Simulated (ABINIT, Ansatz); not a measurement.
# Ba2IBrF2 (P4mm): G0W0 with ABINIT, start to end, part 2 of 3

How does a plane-wave GW calculation on Ba2IBrF2 (P4mm) run from the first input to the gap?

ABINIT 10.8.3; PBEsol and many-body steps on it, plane waves. Known limits of the many-body steps: not at the basis limit; no spin-orbit coupling; coarse k mesh.

So far. Step 2 (Ground state): The gap is direct, at Γ.

### Step 3. Bands along the symmetry lines

Level of this step: DFT, PBEsol, plane waves, norm-conserving pseudopotentials (ABINIT).

The cheap functional maps the bands first; the places of the edges decide which points the dearer methods must see.

run.abi reads:

```
acell 3*1.0 Angstrom
rprim 
  4.623364000000 0.000000000000 0.000000000000
  0.000000000000 4.623364000000 0.000000000000
  0.000000000000 0.000000000000 7.991386000000
ntypat 4
znucl 56 53 35 9
natom 6
typat 1 1 2 3 4 4
xred 
  0.500000000000 0.500000000000 0.827396000000
  0.000000000000 0.000000000000 0.185191000000
  0.000000000000 0.000000000000 0.641387000000
  0.500000000000 0.500000000000 0.340098000000
  0.500000000000 0.000000000000 0.002964000000
  0.000000000000 0.500000000000 0.002964000000
pp_dirpath "pseudos"
pseudos "Ba.upf, I.upf, Br.upf, F.upf"
ecut 36
iscf -2
irdden 1
kptopt 0
nkpt 75
kpt 
  0.00000000 0.00000000 0.00000000
  0.00000000 0.06250000 0.00000000
  0.00000000 0.12500000 0.00000000
  0.00000000 0.18750000 0.00000000
  0.00000000 0.25000000 0.00000000
  0.00000000 0.31250000 0.00000000
  0.00000000 0.37500000 0.00000000
  0.00000000 0.43750000 0.00000000
  0.00000000 0.50000000 0.00000000
  0.06250000 0.50000000 0.00000000
  0.12500000 0.50000000 0.00000000
  0.18750000 0.50000000 0.00000000
  0.25000000 0.50000000 0.00000000
  0.31250000 0.50000000 0.00000000
  0.37500000 0.50000000 0.00000000
  0.43750000 0.50000000 0.00000000
  0.50000000 0.50000000 0.00000000
  0.43750000 0.43750000 0.00000000
  0.37500000 0.37500000 0.00000000
  0.31250000 0.31250000 0.00000000
  0.25000000 0.25000000 0.00000000
  0.18750000 0.18750000 0.00000000
  0.12500000 0.12500000 0.00000000
  0.06250000 0.06250000 0.00000000
  0.00000000 0.00000000 0.00000000
  0.00000000 0.00000000 0.06250000
  0.00000000 0.00000000 0.12500000
  0.00000000 0.00000000 0.18750000
  0.00000000 0.00000000 0.25000000
  0.00000000 0.00000000 0.31250000
  0.00000000 0.00000000 0.37500000
  0.00000000 0.00000000 0.43750000
  0.00000000 0.00000000 0.50000000
  0.00000000 0.06250000 0.50000000
  0.00000000 0.12500000 0.50000000
  0.00000000 0.18750000 0.50000000
  0.00000000 0.25000000 0.50000000
  0.00000000 0.31250000 0.50000000
  0.00000000 0.37500000 0.50000000
  0.00000000 0.43750000 0.50000000
  0.00000000 0.50000000 0.50000000
  0.06250000 0.50000000 0.50000000
  0.12500000 0.50000000 0.50000000
  0.18750000 0.50000000 0.50000000
  0.25000000 0.50000000 0.50000000
  0.31250000 0.50000000 0.50000000
  0.37500000 0.50000000 0.50000000
  0.43750000 0.50000000 0.50000000
  0.50000000 0.50000000 0.50000000
  0.43750000 0.43750000 0.50000000
  0.37500000 0.37500000 0.50000000
  0.31250000 0.31250000 0.50000000
  0.25000000 0.25000000 0.50000000
  0.18750000 0.18750000 0.50000000
  0.12500000 0.12500000 0.50000000
  0.06250000 0.06250000 0.50000000
  0.00000000 0.00000000 0.50000000
  0.00000000 0.50000000 0.00000000
  0.00000000 0.50000000 0.06250000
  0.00000000 0.50000000 0.12500000
  0.00000000 0.50000000 0.18750000
  0.00000000 0.50000000 0.25000000
  0.00000000 0.50000000 0.31250000
  0.00000000 0.50000000 0.37500000
  0.00000000 0.50000000 0.43750000
  0.00000000 0.50000000 0.50000000
  0.50000000 0.50000000 0.00000000
  0.50000000 0.50000000 0.06250000
  0.50000000 0.50000000 0.12500000
  0.50000000 0.50000000 0.18750000
  0.50000000 0.50000000 0.25000000
  0.50000000 0.50000000 0.31250000
  0.50000000 0.50000000 0.37500000
  0.50000000 0.50000000 0.43750000
  0.50000000 0.50000000 0.50000000
istwfk *1
nband 31
nbdbuf 2
tolwfr 1e-08
nstep 40
prtwf 0
prtvol 0
indata_prefix "in"
outdata_prefix "out"
tmpdata_prefix "tmp"
```

Run with:

```
OMP_NUM_THREADS=1 mpirun -n 4 abinit run.abi > log
```

Numbers of over 12 decimals in the logs are rounded to 6 here.

Output:

```text
.Version 10.8.3 of ABINIT. v10.8.2 released Aug 2026.

 Symmetries : space group P4 m m (# 99); Bravais tP (primitive tetrag.)
[... echo of the input left out ...]
== DATASET  1 ==================================================================
-   mpi_nproc: 4, omp_nthreads: 1 (-1 if OMP is not activated)

--- !DatasetInfo
iteration_state: {dtset: 1, }
dimensions: {natom: 6, nkpt: 75, mband: 31, nsppol: 1, nspinor: 1, nspden: 1, mpw: 11965, }
cutoff_energies: {ecut:  36.0, pawecutdg:  -1.0, }
electrons: {nelect:   4.80000000E+01, charge:   0.00000000E+00, occopt:   1.00000000E+00, tsmear:   1.00000000E-02, }

 Real(R)+Recip(G) space primitive vectors, cartesian coordinates (Bohr,Bohr^-1):
 R(1)=  8.7368917  0.0000000  0.0000000  G(1)=  0.1144572  0.0000000  0.0000000
 R(2)=  0.0000000  8.7368917  0.0000000  G(2)=  0.0000000  0.1144572  0.0000000
 R(3)=  0.0000000  0.0000000 15.1015309  G(3)=  0.0000000  0.0000000  0.0662185
 Unit cell volume ucvol=  1.1527493E+03 bohr^3
 Angles (23,13,12)=  9.00000000E+01  9.00000000E+01  9.00000000E+01 degrees

 getcut: wavevector=  0.0000  0.0000  0.0000  ngfft=  48  48  90
         ecut(hartree)=     36.000   => boxcut(ratio)=   2.03408

--- Pseudopotential description ------------------------------------------------
- Ba Generated using ONCVPSP code by D. R. Hamann
- 56.00000  10.00000  180301                  znucl, zion, pspdat
12 -116133 2 -1 1936                          pspcod,pspxc,lmax,lloc,mmax
     nproj     2     2     2
  pspatm : epsatm=   26.37418133
         --- l  ekb(1:nproj) -->
             0    6.652372    0.677024
             1    5.027722    0.408462
             2    2.543237    0.416854
 pspatm: atomic psp has been read  and splines computed

- I Generated using ONCVPSP code by D. R. Hamann
- 53.00000   7.00000  180301                  znucl, zion, pspdat
12 -116133 2 -1 1182                          pspcod,pspxc,lmax,lloc,mmax
     nproj     2     2     2
  pspatm : epsatm=   18.14238455
         --- l  ekb(1:nproj) -->
[...]
pspatm: atomic psp has been read  and splines computed

- Br Generated using ONCVPSP code by D. R. Hamann
- 35.00000   7.00000  180301                  znucl, zion, pspdat
12 -116133 2 -1 1098                          pspcod,pspxc,lmax,lloc,mmax
     nproj     2     2     2
  pspatm : epsatm=   10.94932683
         --- l  ekb(1:nproj) -->
[...]
pspatm: atomic psp has been read  and splines computed

- F Generated using ONCVPSP code by D. R. Hamann
-  9.00000   7.00000  180301                  znucl, zion, pspdat
12 -116133 2 -1 832                           pspcod,pspxc,lmax,lloc,mmax
     nproj     2     2     1
  pspatm : epsatm=    4.89824381
         --- l  ekb(1:nproj) -->
[...]
2   -2.394754
 pspatm: atomic psp has been read  and splines computed

[...]
2.7753E-02  2.7753E-02  5.8120E-02  6.3152E-02  6.8346E-02  6.8346E-02
  3.1215E-01  3.1215E-01  3.1280E-01  3.2442E-01  3.3083E-01  3.5037E-01
  3.7118E-01

--- !ResultsGS
iteration_state: {dtset: 1, }
comment   : Summary of ground state results
lattice_vectors:
- [  8.7368917,   0.0000000,   0.0000000, ]
- [  0.0000000,   8.7368917,   0.0000000, ]
- [  0.0000000,   0.0000000,  15.1015309, ]
lattice_lengths: [   8.73689,    8.73689,   15.10153, ]
lattice_angles: [ 90.000,  90.000,  90.000, ] # degrees, (23, 13, 12)
lattice_volume:   1.1527493E+03
convergence: {deltae:  0.000E+00, res2:  0.000E+00, residm:  9.992E-09, diffor:  0.000E+00, }
etotal    :  -1.34458471E+02
entropy   :   0.00000000E+00
fermie    :   8.80725935E-02
cartesian_stress_tensor: null
pressure_GPa: null
xred      :
- [  5.0000E-01,   5.0000E-01,   8.2740E-01, Ba]
- [  0.0000E+00,   0.0000E+00,   1.8519E-01, Ba]
- [  0.0000E+00,   0.0000E+00,   6.4139E-01,  I]
- [  5.0000E-01,   5.0000E-01,   3.4010E-01, Br]
- [  5.0000E-01,   0.0000E+00,   2.9640E-03,  F]
- [  0.0000E+00,   5.0000E-01,   2.9640E-03,  F]
cartesian_forces: null
force_length_stats: {min: null, max: null, mean: null, }

 Integrated electronic density in atomic spheres:
 ------------------------------------------------
 Atom  Sphere_radius  Integrated_density
[...]
================================================================================

 ----iterations are completed or convergence reached----

 Mean square residual over all n,k,spin=   56.573E-10; max=  99.918E-10
 reduced coordinates (array xred) for    6 atoms
[...]
0.500000000000      0.000000000000      0.002964000000
       0.000000000000      0.500000000000      0.002964000000

 cartesian coordinates (angstrom) at end:
    1      2.311682     2.311682     6.612041
    2      0.000000     0.000000     1.479933
    3      0.000000     0.000000     5.125571
    4      2.311682     2.311682     2.717854
    5      2.311682     0.000000     0.023686
    6      0.000000     2.311682     0.023686
 length scales=  1.889726125908  1.889726125908  1.889726125908 bohr
              =  1.000000000000  1.000000000000  1.000000000000 angstroms
 prteigrs : about to open file out_EIG
 Eigenvalues (hartree) for nkpt=  75  k points:
 kpt#   1, nband= 31, wtk=  1.00000, kpt=  0.0000  0.0000  0.0000 (reduced coord)
[...]
kpt#   2, nband= 31, wtk=  1.00000, kpt=  0.0000  0.0625  0.0000 (reduced coord)
[...]
kpt#   3, nband= 31, wtk=  1.00000, kpt=  0.0000  0.1250  0.0000 (reduced coord)
[...]
kpt#  74, nband= 31, wtk=  1.00000, kpt=  0.5000  0.5000  0.4375 (reduced coord)
[...]
0.31016    0.31228    0.31228    0.32161    0.33307    0.35224    0.37221
 kpt#  75, nband= 31, wtk=  1.00000, kpt=  0.5000  0.5000  0.5000 (reduced coord)
[...]
-0.31302   -0.30659   -0.30659   -0.29485   -0.03623   -0.03337   -0.01448   -0.01311
  -0.01080   -0.01080    0.02775    0.02775    0.05812    0.06315    0.06835    0.06835
   0.31215    0.31215    0.31280    0.32442    0.33083    0.35037    0.37118

== END DATASET(S) ==============================================================
================================================================================

 -outvars: echo values of variables after computation  --------
            nband          31
             nkpt          75
          spgroup          99
 [... the other variables as echoed above ...]

 Calculation completed.
```

It took 3.7 min on 4 MPI ranks of Arm Neoverse V1, shared host; peak memory 0.76 GiB; 15 min of CPU time.

This step gave:

- gap: 4.250 eV
- k of the valence top: 0, 0, 0
- k of the conduction bottom: 0, 0, 0
- least direct gap: 4.250 eV

The gap is 4.250 eV, as in the run before at this level.

Electronic bands along the path, in eV, zero at the top of the highest filled band:

```
    point  band 21  band 22  band 23  band 24  band 25  band 26  band 27  band 28
        Γ    -0.86    -0.18     0.00     0.00     4.25     4.56     5.00     5.65
  halfway    -0.87    -0.54    -0.19    -0.17     5.04     5.25     5.53     5.68
        X    -0.84    -0.41    -0.41    -0.33     5.00     5.06     5.52     5.58
  halfway    -0.78    -0.58    -0.43    -0.39     5.22     5.39     5.51     5.66
        M    -0.81    -0.69    -0.54    -0.54     5.24     5.38     6.22     6.22
  halfway    -0.91    -0.58    -0.30    -0.26     5.17     5.25     5.59     5.96
        Γ    -0.86    -0.18     0.00     0.00     4.25     4.56     5.00     5.65
  halfway    -0.84    -0.39    -0.02    -0.02     4.39     4.97     5.40     5.44
        Z    -0.81    -0.64    -0.03    -0.03     4.64     5.04     5.57     5.84
  halfway    -0.82    -0.35    -0.22    -0.19     5.25     5.49     5.79     5.89
        R    -0.83    -0.39    -0.33    -0.32     5.29     5.30     5.97     6.29
  halfway    -0.83    -0.63    -0.50    -0.45     5.57     5.80     6.31     6.31
        A    -0.81    -0.68    -0.54    -0.54     6.10     6.10     6.12     6.43
  halfway    -1.12    -0.51    -0.34    -0.27     5.63     5.98     6.18     6.22
        Z    -0.81    -0.64    -0.03    -0.03     4.64     5.04     5.57     5.84
jump to X    -0.84    -0.41    -0.41    -0.33     5.00     5.06     5.52     5.58
  halfway    -0.84    -0.40    -0.36    -0.32     5.13     5.18     5.76     5.92
        R    -0.83    -0.39    -0.33    -0.32     5.29     5.30     5.97     6.29
jump to M    -0.81    -0.69    -0.54    -0.54     5.24     5.38     6.22     6.22
  halfway    -0.81    -0.68    -0.54    -0.54     5.56     5.78     6.15     6.15
        A    -0.81    -0.68    -0.54    -0.54     6.10     6.10     6.12     6.43
```

### Step 4. Empty states on the mesh, 2×2×1 mesh, 331 bands

The sums over transitions need many empty states on a uniform mesh; this step solves for them.

run.abi reads:

```
acell 3*1.0 Angstrom
rprim 
  4.623364000000 0.000000000000 0.000000000000
  0.000000000000 4.623364000000 0.000000000000
  0.000000000000 0.000000000000 7.991386000000
ntypat 4
znucl 56 53 35 9
natom 6
typat 1 1 2 3 4 4
xred 
  0.500000000000 0.500000000000 0.827396000000
  0.000000000000 0.000000000000 0.185191000000
  0.000000000000 0.000000000000 0.641387000000
  0.500000000000 0.500000000000 0.340098000000
  0.500000000000 0.000000000000 0.002964000000
  0.000000000000 0.500000000000 0.002964000000
pp_dirpath "pseudos"
pseudos "Ba.upf, I.upf, Br.upf, F.upf"
ecut 36
ngkpt 2 2 1
nshiftk 1
shiftk 0 0 0
kptopt 1
chksymbreak 0
iscf -2
irdden 1
istwfk *1
nband 331
nbdbuf 30
tolwfr 1e-09
nstep 60
prtvol 0
indata_prefix "in"
outdata_prefix "out"
tmpdata_prefix "tmp"
```

Output:

```text
.Version 10.8.3 of ABINIT. v10.8.2 released Aug 2026.

 Symmetries : space group P4 m m (# 99); Bravais tP (primitive tetrag.)
[... echo of the input left out ...]
== DATASET  1 ==================================================================
-   mpi_nproc: 4, omp_nthreads: 1 (-1 if OMP is not activated)
-    --> not optimal distribution: autoparal keyword recommended in input file <--

--- !DatasetInfo
iteration_state: {dtset: 1, }
dimensions: {natom: 6, nkpt: 3, mband: 331, nsppol: 1, nspinor: 1, nspden: 1, mpw: 11965, }
cutoff_energies: {ecut:  36.0, pawecutdg:  -1.0, }
electrons: {nelect:   4.80000000E+01, charge:   0.00000000E+00, occopt:   1.00000000E+00, tsmear:   1.00000000E-02, }

 Real(R)+Recip(G) space primitive vectors, cartesian coordinates (Bohr,Bohr^-1):
 R(1)=  8.7368917  0.0000000  0.0000000  G(1)=  0.1144572  0.0000000  0.0000000
 R(2)=  0.0000000  8.7368917  0.0000000  G(2)=  0.0000000  0.1144572  0.0000000
 R(3)=  0.0000000  0.0000000 15.1015309  G(3)=  0.0000000  0.0000000  0.0662185
 Unit cell volume ucvol=  1.1527493E+03 bohr^3
 Angles (23,13,12)=  9.00000000E+01  9.00000000E+01  9.00000000E+01 degrees

 getcut: wavevector=  0.0000  0.0000  0.0000  ngfft=  48  48  90
         ecut(hartree)=     36.000   => boxcut(ratio)=   2.03408

--- Pseudopotential description ------------------------------------------------
- Ba Generated using ONCVPSP code by D. R. Hamann
- 56.00000  10.00000  180301                  znucl, zion, pspdat
12 -116133 2 -1 1936                          pspcod,pspxc,lmax,lloc,mmax
     nproj     2     2     2
  pspatm : epsatm=   26.37418133
         --- l  ekb(1:nproj) -->
             0    6.652372    0.677024
             1    5.027722    0.408462
             2    2.543237    0.416854
 pspatm: atomic psp has been read  and splines computed

- I Generated using ONCVPSP code by D. R. Hamann
- 53.00000   7.00000  180301                  znucl, zion, pspdat
12 -116133 2 -1 1182                          pspcod,pspxc,lmax,lloc,mmax
     nproj     2     2     2
  pspatm : epsatm=   18.14238455
         --- l  ekb(1:nproj) -->
[...]
pspatm: atomic psp has been read  and splines computed

- Br Generated using ONCVPSP code by D. R. Hamann
- 35.00000   7.00000  180301                  znucl, zion, pspdat
12 -116133 2 -1 1098                          pspcod,pspxc,lmax,lloc,mmax
     nproj     2     2     2
  pspatm : epsatm=   10.94932683
         --- l  ekb(1:nproj) -->
[...]
pspatm: atomic psp has been read  and splines computed

- F Generated using ONCVPSP code by D. R. Hamann
-  9.00000   7.00000  180301                  znucl, zion, pspdat
12 -116133 2 -1 832                           pspcod,pspxc,lmax,lloc,mmax
     nproj     2     2     1
  pspatm : epsatm=    4.89824381
         --- l  ekb(1:nproj) -->
[...]
2   -2.394754
[...]
3.97E-10  3.09E-10  5.05E-10  1.78E-10  3.14E-10  2.68E-10  2.07E-10  2.68E-10
  3.18E-10  4.08E-10  1.24E-10  1.47E-10  1.88E-10  2.68E-10  1.56E-10  3.34E-10
[...]
-8.5878E-01 -8.5456E-01 -6.9051E-01 -6.8937E-01 -3.8071E-01 -3.2098E-01
 -3.1467E-01 -3.1467E-01 -3.0660E-01 -3.0648E-01 -3.0648E-01 -2.8954E-01
 -3.3639E-02 -2.9211E-02 -2.9118E-02 -2.9118E-02 -1.1673E-02 -1.1673E-02
[...]
2.9462E+00  2.9487E+00  2.9578E+00  2.9578E+00  2.9594E+00  2.9994E+00
  3.0225E+00  3.0251E+00  3.0283E+00  3.0328E+00  3.0484E+00  3.0534E+00
  3.0580E+00
 prteigrs : prtvol=0 or 1, do not print more k-points.

--- !ResultsGS
iteration_state: {dtset: 1, }
comment   : Summary of ground state results
lattice_vectors:
- [  8.7368917,   0.0000000,   0.0000000, ]
- [  0.0000000,   8.7368917,   0.0000000, ]
- [  0.0000000,   0.0000000,  15.1015309, ]
lattice_lengths: [   8.73689,    8.73689,   15.10153, ]
lattice_angles: [ 90.000,  90.000,  90.000, ] # degrees, (23, 13, 12)
lattice_volume:   1.1527493E+03
convergence: {deltae:  0.000E+00, res2:  0.000E+00, residm:  9.875E-10, diffor:  0.000E+00, }
etotal    :  -1.34458471E+02
entropy   :   0.00000000E+00
fermie    :   8.80725935E-02
cartesian_stress_tensor: null
pressure_GPa: null
xred      :
- [  5.0000E-01,   5.0000E-01,   8.2740E-01, Ba]
- [  0.0000E+00,   0.0000E+00,   1.8519E-01, Ba]
- [  0.0000E+00,   0.0000E+00,   6.4139E-01,  I]
- [  5.0000E-01,   5.0000E-01,   3.4010E-01, Br]
- [  5.0000E-01,   0.0000E+00,   2.9640E-03,  F]
- [  0.0000E+00,   5.0000E-01,   2.9640E-03,  F]
cartesian_forces: null
force_length_stats: {min: null, max: null, mean: null, }

 Integrated electronic density in atomic spheres:
 ------------------------------------------------
 Atom  Sphere_radius  Integrated_density
[...]
================================================================================

 ----iterations are completed or convergence reached----

 Mean square residual over all n,k,spin=   42.075E-11; max=  98.748E-11
 reduced coordinates (array xred) for    6 atoms
[...]
0.000000000000      0.500000000000      0.002964000000

 cartesian coordinates (angstrom) at end:
    1      2.311682     2.311682     6.612041
    2      0.000000     0.000000     1.479933
    3      0.000000     0.000000     5.125571
    4      2.311682     2.311682     2.717854
    5      2.311682     0.000000     0.023686
    6      0.000000     2.311682     0.023686
 length scales=  1.889726125908  1.889726125908  1.889726125908 bohr
              =  1.000000000000  1.000000000000  1.000000000000 angstroms
 prteigrs : about to open file out_EIG
 Eigenvalues (hartree) for nkpt=   3  k points:
 kpt#   1, nband=331, wtk=  0.25000, kpt=  0.0000  0.0000  0.0000 (reduced coord)
[...]
2.90795    2.91007    2.91007    2.92520    2.92536    2.92536    2.94624    2.94866
   2.95781    2.95781    2.95943    2.99941    3.02249    3.02513    3.02831    3.03277
   3.04838    3.05343    3.05796
 prteigrs : prtvol=0 or 1, do not print more k-points.

== END DATASET(S) ==============================================================
================================================================================

 -outvars: echo values of variables after computation  --------
            nband         331
             nkpt           3
          spgroup          99
 [... the other variables as echoed above ...]

 Calculation completed.
```

Run time: 4.6 min. Hardware: 4 MPI ranks; peak memory 0.57 GiB; 18 min of CPU time.

Numbers from this step:

| Quantity | Value |
| --- | --- |
| gap | 4.250 eV |
| k of the valence top | 0, 0, 0 |
| k of the conduction bottom | 0, 0, 0 |
| least direct gap | 4.250 eV |
| k points computed | 3 |
| lowest point of the top converged band, above the valence top | 73.9342 eV |

On this mesh the gap is 4.250 eV.

(Part 2 of 3 ends here.)

[Paths, hosts, dates, memory and timing lines, banners, echoed tables and standing remarks are left out of the program output.]

[Logs are printed without paths, hosts, clocks, repeated set-up lines and the standing remarks that a program may print on its own settings, such as how far it seeks lower states.]

[Runs of the session that timed out or met a known fault of the program may be left out.]

[Hosts, paths, dates, database ids (printed as entryN), source tags and the programs' standing remarks are cut or masked in the printed files.]

[G0W0 gaps are taken among the corrected bands and points alone; a level outside them can change the order at an edge.]

[Where Ansatz stands beside ABINIT at settings called matched, ABINIT's density can come from a denser mesh and the files from another edition; pairs whose starting gaps differed by over 0.03 eV were left out, so agreement reads better than it is.]
